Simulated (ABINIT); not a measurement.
# Calculated records

```
! title: BiOBr (P4/nmm): G0W0 with ABINIT, start to end
! method: RPA screening on PBEsol, plane waves, norm-conserving pseudopotentials (and 2 further levels or steps)
! program: ABINIT 10.8.3
! settings: cutoff 42 Ha, PseudoDojo scalar-relativistic 0.4 stringent, norm-conserving, ngkpt (4, 4, 2), nband 139, ecuteps 4 Ha, inclvkb 2, shiftk (0, 0, 0), symchi 1, awtr 1, frequency ppm, 4×4×2 k-mesh
! cost: 5 runs, 11 min in all on 24 MPI ranks of Arm Neoverse N1, shared host
! notes: The program’s warnings: nproc spkpt=  >= nkpt= * nsppol=. The cell and positions come from the Crystallography Open Database and are kept as given unless a step says otherwise. Limits: no spin-orbit coupling. Local fields lower the RPA ε∞ on this mesh from 7.72 to 6.77; a Γ-centred mesh this coarse tends to raise both, most where the direct gap is narrow, while a short band sum lowers them. The 4×4×2 mesh is coarse for this cell, which bears on the long-range parts of exchange and screening.
! PBEsol gap: 2.10 eV, indirect
! G0W0 gap on the mesh: 3.64 eV
! G0W0 gap over the zone (rigid shift): 3.52 eV
! GW settings: 4×4×2 mesh, 139 bands, screening to 108.8 eV, Godby-Needs plasmon pole
! known limits: short of the basis limit; no spin-orbit coupling; coarse k mesh
CELL_PARAMETERS angstrom
3.91600 0.00000 0.00000
0.00000 3.91600 0.00000
0.00000 0.00000 8.07700
ATOMIC_POSITIONS crystal
Bi 0.00000 0.50000 0.15400
Bi 0.50000 0.00000 0.84600
Br 0.00000 0.50000 0.65300
Br 0.50000 0.00000 0.34700
O 0.00000 0.00000 0.00000
O 0.50000 0.50000 0.00000
```

[Long decimals in the printed logs are rounded to 6 places.]

[Logs are printed without paths, hosts, clocks, repeated set-up lines and the standing remarks that a program may print on its own settings, such as how far it seeks lower states.]

[Paths, hosts, dates, memory and timing lines, banners, echoed tables and standing remarks are left out of the program output; an Ansatz launch command may be rebuilt from the run's recorded settings. Measured values are a selection of at most five: reports struck by readers or far from the other reports are left out. None is set beside runs whose start may be inverted or whose files or cutoffs have a known fault.]

[Runs of the session that timed out or met a known fault of the program may be left out.]

[Hosts, paths, dates, database ids (printed as entryN), source tags and the programs' standing remarks are cut or masked in the printed files.]

[G0W0 gaps are taken among the corrected bands and points alone; a level outside them can change the order at an edge.]

[Where Ansatz stands beside ABINIT at settings called matched, ABINIT's density can come from a denser mesh and the files from another edition; pairs whose starting gaps differed by over 0.03 eV were left out, so agreement reads better than it is.]
